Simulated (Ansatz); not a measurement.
**CuGe, from a guessed structure to a relaxed one**

This structure for CuGe is made up. Its elements were placed in a known structure type with a cell scaled to their sizes. What cell does the guess relax to, and how far off was it?

Main program and level: Ansatz 0.2.0; DFT, PBEsol, plane-wave PAW, files of the set soft_1, scalar-relativistic, ferromagnetic start, cell and ions relaxed at zero pressure; PAW set soft_1, in the first sound run; inputs show where later runs differ.

### 1. Set-up

The structure is orthorhombic, space group Pmma (No. 51). Conventional cell: a = 4.179 Å, b = 3.005 Å, c = 4.790 Å, α = 90.00°, β = 90.00°, γ = 90.00°. Nearest to Ge lie 6 Cu at 2.60 to 2.63 Å. Nearest to Cu lie 6 Ge at 2.60 to 2.63 Å and 2 Cu at 2.78 Å. Farther neighbours are not listed.

### 2. Relaxation of the guess

The guessed cell has no reason to be at equilibrium. It is relaxed with the atoms, within the space group of the guess.

The input, input.yaml:

```yaml
crystal:
  lattice:
    - [4.179, 0.0, 0.0]
    - [0.0, 3.005, 0.0]
    - [0.0, 0.0, 4.79]
  atoms:
    - { symbol: Ge, position: [0.75, 0.5, 0.2605] }
    - { symbol: Ge, position: [0.25, 0.5, 0.7395] }
    - { symbol: Cu, position: [0.75, 0.0, 0.8093], spin: 0.6 }
    - { symbol: Cu, position: [0.25, 0.0, 0.1907], spin: 0.6 }
magnetization:
  spin_polarized: true
kpoints:
  mp_grid: { grid: [7, 9, 6] }
scf:
  occupations: { method: fermi_dirac, width: 0.05 }
hamiltonian:
  xc: pbesol
  pseudopotentials: { kind: paw, azcp: { folder: soft_1 }, xc_functional: pbe }
relax:
  f_tol: 0.015
  max_steps: 70
  cell: {}
output:
  forces: true
  stress: true
```

Command:

```
> ansatz run input.yaml --threads 4 --pin off --max-ram 8192MiB --backend cpu --events-out ev --progress --plain --runs-dir out
```

Numbers of over 12 decimals in the logs are rounded to 6 here.

Log:

```text
Engine: ansatz 0.2.0, aarch64-unknown-linux-gnu
Pseudopotentials: kind: paw
Pseudopotential: Ge, paw, valence charge 14, recommended cutoff 420 eV (normal), soft_1/Ge.paw.azcp
Pseudopotential: Cu, paw, valence charge 19, recommended cutoff 420 eV (normal), soft_1/Cu.paw.azcp
Functional definition: PBEsol
  exchange = pbesol_x
  correlation = pbesol_c
Crystal: 4 atoms, lattice volume = 60.152 Å³
Basis set: ecut = 420 eV, 1155 PW (Γ), exchange–correlation on 60×48×72 points (8 copies of the dense FFT grid, shifted against one another)
Bands: 41, of which v1, the nominal top of the filled ones, is band 33 counted from 1 (32 counted from 0)
Symmetry: 8 space group operations
Space group: Pmma (ITA 51), of the structure as read, at distance tolerance 3.9e-5 Å
Magnetic group: BNS 51.289 (UNI 387), of the structure as read, at distance tolerance 3.9e-5 Å
k-points: 80 of 378
Non-local potential: Ge, projectors of the file, l = 0: 2, l = 1: 2, l = 2: 3, l = 3: 1
Non-local potential: Cu, projectors of the file, l = 0: 3, l = 1: 2, l = 2: 3, l = 3: 1
PAW form: soft (Blöchl's): semilocal exchange-correlation on the pseudo side does not see the compensation charge
PAW frozen core: Ge, regenerated for the run's functional, and the local potential with it (the file was generated under x = pbe(κ = 0.804, μ = 0.219515), c = pbe(β = 0.066725))
PAW frozen core: Cu, regenerated for the run's functional, and the local potential with it (the file was generated under x = pbe(κ = 0.804, μ = 0.219515), c = pbe(β = 0.066725))
PAW one-centre angular grid: Ge, 590 points (default); XC on 64 Gauss nodes
PAW one-centre angular grid: Cu, 590 points (default); XC on 64 Gauss nodes
Initial density: superposition of atomic densities (chi_scale 0.1, normalization cell)
Starting moments: Σ|m| = 1.2 μB on 2 of 4 sites
Initial wavefunctions: pseudopotential atomic-orbital guess
Functional: x = pbesol(κ = 0.804, μ = 0.123457), c = pbesol(β = 0.046)
SCF iter   1: F=—  HF=-21686.822405 eV  |F-HF|=—  |Δ(HF+E_count)|=         —  Δρ=1.63e-1 (↑1.63e-1 ↓9.27e-2)  dr2=2.76e1  dr2_m=7.27e-1  M=0.315 μB ∫|m|=0.444 μB  β_m=0.30  ethr=3.10e-3  ⟨swp⟩=5.1  Hψ=21638  notcnv=0  defer=8
preconditioner: auto → Kerker (q_TF=auto, 2.771 Å⁻¹)  [metal: Δε(μ)=0.005 eV  Ē_g=16.936 eV  σ=0.050 eV  W_gap=0.02  n_scr=20 (ndim 8)  ℏωp=33.9 eV  f_vac=0.000  D(μ)=1.77/eV (n_scr^D=10)]
spin=Collinear: Kerker preconditioning applied to the charge; magnetization (m = ρ↑ − ρ↓) channel mixes plain (no charge-response kernel on spin).
SCF iter   2: F=—  HF=-21684.487356 eV  |F-HF|=—  |Δ(HF+E_count)|=    2.34e0  Δρ=6.08e-2 (↑2.39e-2 ↓6.08e-2)  dr2=5.19e-1  dr2_m=8.22e-1  M=0.122 μB ∫|m|=0.167 μB  β_m=0.30  ethr=3.10e-3  ⟨swp⟩=2.9  Hψ=14594  notcnv=0  defer=313
SCF iter   3: F=—  HF=-21683.909264 eV  |F-HF|=—  |Δ(HF+E_count)|=   5.78e-1  Δρ=4.25e-2 (↑4.25e-2 ↓1.65e-2)  dr2=7.76e-1  dr2_m=4.10e-1  M=0.120 μB ∫|m|=0.161 μB  β_m=0.30  ethr=7.86e-4  ⟨swp⟩=2.0  Hψ=14048  notcnv=0  defer=352
SCF iter   4: F=—  HF=-21683.678176 eV  |F-HF|=—  |Δ(HF+E_count)|=   2.31e-1  Δρ=2.69e-2 (↑1.68e-2 ↓2.69e-2)  dr2=2.64e-2  dr2_m=2.56e-1  M=0.082 μB ∫|m|=0.111 μB  β_m=0.30  ethr=7.86e-4  ⟨swp⟩=2.0  Hψ=9980  notcnv=0  defer=352
SCF iter   5: F=—  HF=-21683.767521 eV  |F-HF|=—  |Δ(HF+E_count)|=   8.93e-2  Δρ=3.25e-2 (↑3.54e-3 ↓3.25e-2)  dr2=3.55e-1  dr2_m=1.53e-1  M=0.055 μB ∫|m|=0.079 μB  β_m=0.30  ethr=4.00e-5  ⟨swp⟩=2.1  Hψ=12682  notcnv=0  defer=352
SCF iter   6: F=—  HF=-21683.771284 eV  |F-HF|=—  |Δ(HF+E_count)|=   3.76e-3  Δρ=2.17e-2 (↑3.64e-3 ↓2.17e-2)  dr2=1.39e-1  dr2_m=8.55e-2  M=0.043 μB ∫|m|=0.063 μB  β_m=0.30  ethr=4.00e-5  ⟨swp⟩=2.0  Hψ=9893  notcnv=0  defer=352
Mixer restart at iter 6: flushing history
spin-set hold released at iteration 6 (site moments contracting): the magnetisation degrees of freedom join the quasi-Newton model from the next iteration; the mixer history was flushed
SCF iter   7: F=—  HF=-21683.761254 eV  |F-HF|=—  |Δ(HF+E_count)|=   1.00e-2  Δρ=1.24e-2 (↑6.28e-3 ↓1.24e-2)  dr2=2.06e-2  dr2_m=4.74e-2  M=0.034 μB ∫|m|=0.051 μB  β_m=0.56  ethr=4.00e-5  ⟨swp⟩=2.0  Hψ=9107  notcnv=0  defer=352
SCF iter   8: F=—  HF=-21683.773099 eV  |F-HF|=—  |Δ(HF+E_count)|=   1.18e-2  Δρ=1.06e-2 (↑4.57e-3 ↓1.06e-2)  dr2=8.91e-2  dr2_m=5.24e-3  M=0.011 μB ∫|m|=0.019 μB  β_m=0.45  ethr=3.13e-5  ⟨swp⟩=2.0  Hψ=12718  notcnv=0  defer=351
SCF iter   9: F=—  HF=-21683.753308 eV  |F-HF|=—  |Δ(HF+E_count)|=   1.98e-2  Δρ=2.19e-3 (↑2.19e-3 ↓4.93e-4)  dr2=1.08e-3  dr2_m=5.91e-4  M=0.004 μB ∫|m|=0.009 μB  β_m=0.73  ethr=3.13e-5  ⟨swp⟩=2.0  Hψ=13575  notcnv=0  defer=352
SCF iter  10: F=—  HF=-21683.754850 eV  |F-HF|=—  |Δ(HF+E_count)|=   1.54e-3  Δρ=3.99e-4 (↑3.99e-4 ↓2.66e-4)  dr2=7.43e-5  dr2_m=4.49e-5  M=0.001 μB ∫|m|=0.002 μB  β_m=0.73  ethr=1.64e-6  ⟨swp⟩=2.1  Hψ=11118  notcnv=0  defer=352
SCF iter  11: F=—  HF=-21683.754876 eV  |F-HF|=—  |Δ(HF+E_count)|=   2.58e-5  Δρ=1.60e-4 (↑8.58e-5 ↓1.60e-4)  dr2=9.87e-6  dr2_m=1.48e-6  M=0.000 μB ∫|m|=0.001 μB  β_m=0.63  ethr=1.13e-7  ⟨swp⟩=2.0  Hψ=10214  notcnv=0  defer=352
SCF iter  12: F=—  HF=-21683.754891 eV  |F-HF|=—  |Δ(HF+E_count)|=   1.48e-5  Δρ=5.92e-5 (↑3.24e-5 ↓5.92e-5)  dr2=1.66e-6  dr2_m=2.16e-7  M=0.000 μB ∫|m|=0.000 μB  β_m=0.81  ethr=1.50e-8  ⟨swp⟩=2.0  Hψ=10214  notcnv=0  defer=352
SCF iter  13: F=—  HF=-21683.754896 eV  |F-HF|=—  |Δ(HF+E_count)|=   5.55e-6  Δρ=8.05e-6 (↑8.05e-6 ↓7.34e-6)  dr2=3.23e-7  dr2_m=8.46e-9  M=0.000 μB ∫|m|=0.000 μB  β_m=0.91  ethr=2.51e-9  ⟨swp⟩=2.0  Hψ=11493  notcnv=0  defer=352
SCF iter  14: F=—  HF=-21683.754896 eV  |F-HF|=—  |Δ(HF+E_count)|=   4.70e-8  Δρ=2.31e-6 (↑2.31e-6 ↓1.92e-6)  dr2=2.80e-8  dr2_m=1.14e-10  M=0.000 μB ∫|m|=0.000 μB  β_m=0.95  ethr=1.52e-10  ⟨swp⟩=3.5  Hψ=16692  notcnv=0
SCF iter  15: F=-21683.754896 eV  HF=-21683.754896 eV  |F-HF|=6.55e-11  |Δ(HF+E_count)|=   6.70e-9  Δρ=3.15e-7 (↑3.15e-7 ↓2.46e-7)  dr2=1.54e-10  dr2_m=2.51e-11  M=-0.000 μB ∫|m|=0.000 μB  ethr=4.25e-11  ⟨swp⟩=3.0  Hψ=14709  notcnv=0
WARN: the starting moments were not kept: the SCF closed with an absolute magnetisation of 7.0e-6 μB, where they sum to 1.2 μB in size (2 sites). That is at most 0.1 of that sum. Measured as dr2_m measures the in/out step, that magnetisation stands 9.2e-12 eV from none, at or under the dr2_threshold of 1.0e-7 eV: it is no larger than a step whose dr2_m would equal this threshold. The system may hold no moment; this S [...]
SCF 1 converged in 15 iterations: F = -21683.754896 eV  dr2 = 1.54e-10
[...]
relax step   9: F+E_penalty+E_count = -21683.82966608 eV  Δ(F+E_penalty+E_count) = -3.843e-4 eV  max|allowed force component| = 9.014e-3 eV/Å  Δτ_max = 0.0048 Å  P = -0.117 GPa  Ω = 59.317 Å³  energy of the carried Pulay correction = +3.995e-4 eV  (10 SCF iters, accepted)
relax step  10: F+E_penalty+E_count = -21683.82973017 eV  Δ(F+E_penalty+E_count) = -6.409e-5 eV  max|allowed force component| = 3.263e-3 eV/Å  Δτ_max = 0.0025 Å  P = +0.012 GPa  Ω = 59.289 Å³  energy of the carried Pulay correction = +4.131e-4 eV  (8 SCF iters, dr2 threshold 1.21e-7 eV, accepted)
relax step  11: F+E_penalty+E_count = -21683.82974800 eV  Δ(F+E_penalty+E_count) = -1.783e-5 eV  max|allowed force component| = 4.225e-4 eV/Å  Δτ_max = 0.0008 Å  P = -0.005 GPa  Ω = 59.283 Å³  energy of the carried Pulay correction = +4.160e-4 eV  (6 SCF iters, dr2 threshold 1.31e-8 eV, accepted)
Basis set: ecut = 420 eV, 1161 PW (Γ), exchange–correlation on 60×40×72 points (8 copies of the dense FFT grid, shifted against one another)
Initial wavefunctions: pseudopotential atomic-orbital guess (no wavefunctions were taken with the density)
iter 1 solved again at ethr=3.68e-8 eV; its pass at ethr=3.10e-3 eV (dr2=2.43e-5 eV) is discarded
SCF iter   1: F=—  HF=-21683.828759 eV  |F-HF|=—  |Δ(HF+E_count)|=         —  Δρ=5.40e-4 (↑5.40e-4 ↓5.40e-4)  dr2=1.56e-5  dr2_m=1.86e-12  M=-0.000 μB ∫|m|=0.000 μB  β_m=0.30  ethr=3.68e-8  ⟨swp⟩=3.0  Hψ=38124  notcnv=0
spin=Collinear: Kerker preconditioning applied to the charge; magnetization (m = ρ↑ − ρ↓) channel mixes plain (no charge-response kernel on spin).
SCF iter   2: F=—  HF=-21683.829025 eV  |F-HF|=—  |Δ(HF+E_count)|=   2.67e-4  Δρ=3.85e-4 (↑3.85e-4 ↓3.85e-4)  dr2=1.18e-5  dr2_m=9.97e-13  M=0.000 μB ∫|m|=0.000 μB  β_m=0.58  ethr=2.36e-8  ⟨swp⟩=1.2  Hψ=6598  notcnv=0
SCF iter   3: F=—  HF=-21683.829253 eV  |F-HF|=—  |Δ(HF+E_count)|=   2.27e-4  Δρ=1.24e-4 (↑1.24e-4 ↓1.24e-4)  dr2=3.48e-6  dr2_m=1.30e-13  M=0.000 μB ∫|m|=0.000 μB  β_m=0.56  ethr=1.79e-8  ⟨swp⟩=2.0  Hψ=8480  notcnv=0
SCF iter   4: F=—  HF=-21683.829272 eV  |F-HF|=—  |Δ(HF+E_count)|=   1.90e-5  Δρ=1.44e-5 (↑1.44e-5 ↓1.44e-5)  dr2=4.03e-8  dr2_m=3.43e-15  M=0.000 μB ∫|m|=0.000 μB  β_m=0.56  ethr=5.27e-9  ⟨swp⟩=2.0  Hψ=11523  notcnv=0
SCF iter   5: F=—  HF=-21683.829272 eV  |F-HF|=—  |Δ(HF+E_count)|=   3.81e-7  Δρ=4.51e-6 (↑4.51e-6 ↓4.51e-6)  dr2=9.40e-9  dr2_m=2.93e-15  M=0.000 μB ∫|m|=0.000 μB  β_m=0.78  ethr=6.11e-11  ⟨swp⟩=2.0  Hψ=8682  notcnv=0
SCF iter   6: F=—  HF=-21683.829272 eV  |F-HF|=—  |Δ(HF+E_count)|=   3.48e-8  Δρ=3.77e-6 (↑3.77e-6 ↓3.77e-6)  dr2=8.56e-9  dr2_m=6.76e-16  M=0.000 μB ∫|m|=0.000 μB  β_m=0.89  ethr=1.42e-11  ⟨swp⟩=2.0  Hψ=10548  notcnv=0
SCF iter   7: F=—  HF=-21683.829272 eV  |F-HF|=—  |Δ(HF+E_count)|=   1.11e-8  Δρ=4.29e-7 (↑4.29e-7 ↓4.29e-7)  dr2=3.44e-10  dr2_m=1.05e-16  M=0.000 μB ∫|m|=0.000 μB  β_m=0.82  ethr=1.30e-11  ⟨swp⟩=3.0  Hψ=10540  notcnv=0
SCF iter   8: F=—  HF=-21683.829297 eV  |F-HF|=—  |Δ(HF+E_count)|=   2.53e-5  Δρ=1.06e-6 (↑1.06e-6 ↓1.06e-6)  dr2=2.15e-9  dr2_m=8.47e-18  M=0.000 μB ∫|m|=0.000 μB  β_m=0.82  ethr=1.00e-12  ⟨swp⟩=3.0  Hψ=14232  notcnv=0
SCF iter   9: F=—  HF=-21683.829297 eV  |F-HF|=—  |Δ(HF+E_count)|=  1.46e-11  Δρ=1.04e-6 (↑1.04e-6 ↓1.04e-6)  dr2=2.11e-9  dr2_m=6.69e-18  M=0.000 μB ∫|m|=0.000 μB  β_m=0.91  ethr=1.00e-12  ⟨swp⟩=1.0  Hψ=6560  notcnv=0
SCF iter  10: F=—  HF=-21683.829297 eV  |F-HF|=—  |Δ(HF+E_count)|=  1.86e-10  Δρ=7.83e-7 (↑7.83e-7 ↓7.83e-7)  dr2=1.20e-9  dr2_m=1.50e-19  M=0.000 μB ∫|m|=0.000 μB  β_m=0.65  ethr=1.00e-12  ⟨swp⟩=1.0  Hψ=6560  notcnv=0
SCF iter  11: F=—  HF=-21683.829297 eV  |F-HF|=—  |Δ(HF+E_count)|=  1.64e-10  Δρ=3.03e-7 (↑3.03e-7 ↓3.03e-7)  dr2=1.89e-10  dr2_m=1.67e-18  M=-0.000 μB ∫|m|=0.000 μB  β_m=0.82  ethr=1.00e-12  ⟨swp⟩=2.0  Hψ=8518  notcnv=0
SCF iter  12: F=-21683.829297 eV  HF=-21683.829297 eV  |F-HF|=0.00e0  |Δ(HF+E_count)|=  2.91e-11  Δρ=1.21e-7 (↑1.21e-7 ↓1.21e-7)  dr2=3.05e-11  dr2_m=4.53e-20  M=0.000 μB ∫|m|=0.000 μB  ethr=1.00e-12  ⟨swp⟩=2.6  Hψ=18878  notcnv=0
the starting moments were not kept: the SCF closed with an absolute magnetisation of 1.0e-10 μB, where they sum to 1.2 μB in size (2 sites). That is at most 0.1 of that sum. Measured as dr2_m measures the in/out step, that magnetisation stands 0 eV from none, at or under the dr2_threshold of 4.0e-11 eV: it is no larger than a step whose dr2_m would equal this threshold.
SCF 12 converged in 12 iterations: F = -21683.829297 eV  dr2 = 3.05e-11
relax step  12: F+E_penalty+E_count = -21683.82929749 eV  Δ(F+E_penalty+E_count) = +4.505e-4 eV  max|allowed force component| = 3.825e-4 eV/Å  Δτ_max = 0.0000 Å  P = -0.003 GPa  Ω = 59.283 Å³  stress off target by 7.81e-3 GPa  SCF on the basis re-selected at this cell (its energy is not comparable with the rows above)  (12 SCF iters)
basis re-selected at this cell: Δ(F+E_penalty+E_count) = +4.505e-4 eV, ΔP = +0.002 GPa vs the last step (what re-selecting the basis moved, of the pressure what is left beyond the Pulay correction that the steps carried, after the strain that the cell walked since its last selection, with what the two solves' SCF thresholds leave and, on support functions, any second-order correction that the steps lacked; it is no measure of the basis error at this ecutwfc). The dense FFT grid was sized anew with the basis: this SCF ran on 30×20×36 points, the steps before it on 30×24×36, so part of this shift can come from that change (see relax.cell in the input reference). [rest of the remark cut]
SCF converged after 12 iterations
Magnetization: 0.0000 μB (33.0000 up, 33.0000 down)
Absolute magnetization: 0.0000 μB (∫|ρ↑−ρ↓|, with the PAW one-centre terms)
Spin contamination: 0.0000 ħ² per cell (⟨S²⟩ above its minimum at these occupations)
Per-site moments (μB) at R_I (Å): [(-2.072162265875068e-12, 1.061913), (-2.072215728737866e-12, 1.061913), (1.6110673232540812e-12, 1.061913), (1.6107167323147547e-12, 1.061913)]
Free energy (F): -21683.829297 eV
Harris-Foulkes:  -21683.829297 eV  (|F-HF|=0.00e0)
Internal energy: -21683.822799 eV  (E = F + TS)
E sigma→0 (E₀):  -21683.826048 eV
Entropy (-TS):   -0.006499 eV (-1.625 meV/atom)
Fermi energy:    13.795984 eV
--- Per-component energies (eV) ---
  E_band       = -1003.454395
  E_kinetic    = 709.387380
  E_local      = -13800.620707  (includes V_loc(G=0)·N_el)
  E_nonlocal   = 2221.203614
  E_hartree    = 6116.177829
  E_xc         = -280.803635
  E_vxc        = -309.675690  (∫ρ·V_xc dr)
  E_paw        = -7498.441161  (= ΣΔE_a)
  E_vpaw       = -2056.106703  (= ΣTr[D̂ρ^β])
  E_aug_tail   = 0.001889  (compensation charges beyond the density's cutoff)
  E_ewald      = -9152.976288
  E_core_change = 2.248281  (= ΣΔE_core)
  E_smearing   = -0.006499  (= −TS)
  E_closure    = -0.000000  (closes the sum)
  Σ components = -21683.829297   (vs F -21683.829297, Δ=0.00e0)
--- Forces (eV/Å), atoms counted from 1 ---
  atom   1  Ge     0.00000000     0.00000000    -0.00038248
  atom   2  Ge    -0.00000000     0.00000000     0.00038248
  atom   3  Cu    -0.00000000     0.00000000    -0.00004342
  atom   4  Cu     0.00000000     0.00000000     0.00004342
  max |Σ_I F_I| component: 5.42e-20 eV/Å
--- Stress (GPa, compression-positive) ---
        0.004944       0.000000      -0.000000
        0.000000      -0.007811       0.000000
       -0.000000       0.000000      -0.005305
  P = ⅓ Tr σ = -0.0027 GPa (-0.027 kbar)
--- Relaxed structure (11 steps of the walk, 10 accepted, 1 SCFs on fresh bases) ---
  F+E_penalty+E_count = -21683.82929749 eV   max|allowed force component| = 3.825e-4 eV/Å   (the final SCF, on the basis selected at the relaxed cell)
  cell:  # Å, volume = 59.2829 Å³
    - [4.042976, 0.0, 0.0]
    - [0.0, 2.938377, 0.0]
    - [0.0, 0.0, 4.990234]
  atoms:
    - { symbol: Ge, position: [0.75, 0.5, 0.286901] }
    - { symbol: Ge, position: [0.25, 0.5, 0.713099] }
    - { symbol: Cu, position: [0.75, 0.0, 0.836997] }
    - { symbol: Cu, position: [0.25, 0.0, 0.163003] }
```

Run time: 75 s. Hardware: 4 threads of Arm Neoverse V1, shared host; peak memory 0.59 GiB.

Relaxation path:

```
step  energy less that of the first step (eV)  largest force component (eV/Å)  pressure (GPa)  volume (Å³)
   1                                   0.0000                          0.3690           -1.61        60.15
   2                                  -0.0429                          0.0977            1.26        57.78
   3                                  -0.0493                          0.0577           -0.07        58.48
   4                                  -0.0541                          0.0798           -0.52        58.78
   5                                  -0.0548                          0.1847           -1.40        59.67
   6                                  -0.0659                          0.0465           -0.62        59.14
   7                                  -0.0744                          0.0233            0.46        58.98
   8                                  -0.0741                          0.0172           -0.20        59.46
   9                                  -0.0748                          0.0090           -0.12        59.32
  10                                  -0.0748                          0.0033            0.01        59.29
  11                                  -0.0749                          0.0004            0.00        59.28
 12*                                  -0.0744                          0.0004            0.00        59.28
```

Relaxation steps marked * repeat the geometry before them on a plane-wave basis chosen anew for their cell, so energy and pressure can jump there. Relaxation step 8 was tried and not accepted.

Forces are held to the 8 operations that the run works with; a distortion that breaks them can't arise in this run.

```
conventional cell, symmetrised  before  after  change
                         a (Å)   4.179  4.043  -3.3 %
                         b (Å)   3.005  2.938  -2.2 %
                         c (Å)   4.790  4.990  +4.2 %
              volume (Å³/atom)   15.04  14.82  -1.4 %
```

The atoms that moved most (Å, as changes of fractional coordinates times the final cell):

```
atom     dx     dy      dz  length
 Cu4  0.000  0.000  -0.138   0.138
 Cu3  0.000  0.000   0.138   0.138
 Ge1  0.000  0.000   0.132   0.132
 Ge2  0.000  0.000  -0.132   0.132
```

Final coordinates:

```xyz
4
Lattice="4.0430 0.0000 0.0000 0.0000 2.9384 0.0000 0.0000 0.0000 4.9902" Properties=species:S:1:pos:R:3 pbc="T T T"
Ge    3.0322    1.4692    1.4317
Ge    1.0107    1.4692    3.5585
Cu    3.0322    0.0000    4.1768
Cu    1.0107    0.0000    0.8134
```

Numbers from this step:

```
free energy             : -21683.8293 eV
energy at zero smearing : -21683.8260 eV
smearing term TS        : 0.006499 eV
Fermi energy            : 13.80 eV
electrons               : 66
symmetry operations     : 8
pressure                : -0.002724 GPa
```

Shortest distances by pair of elements, guess and relaxed (not always the same contact):

```
 pair  guess (Å)  relaxed (Å)
Cu–Ge      2.595        2.574
Cu–Cu      2.776        2.595
Ge–Ge      3.005        2.934
```

The relaxation ends with a largest force component of 3.8e-4 eV/Å and a pressure of 0.00 GPa. No moment survives the cycle: this start ends non-magnetic.

(Continued in part 2 of 2.)

[Logs are printed without paths, hosts, clocks, repeated set-up lines and the standing remarks that a program may print on its own settings, such as how far it seeks lower states.]

[Hosts, paths, dates, database ids (printed as entryN), source tags and the programs' standing remarks are cut or masked in the printed files.]
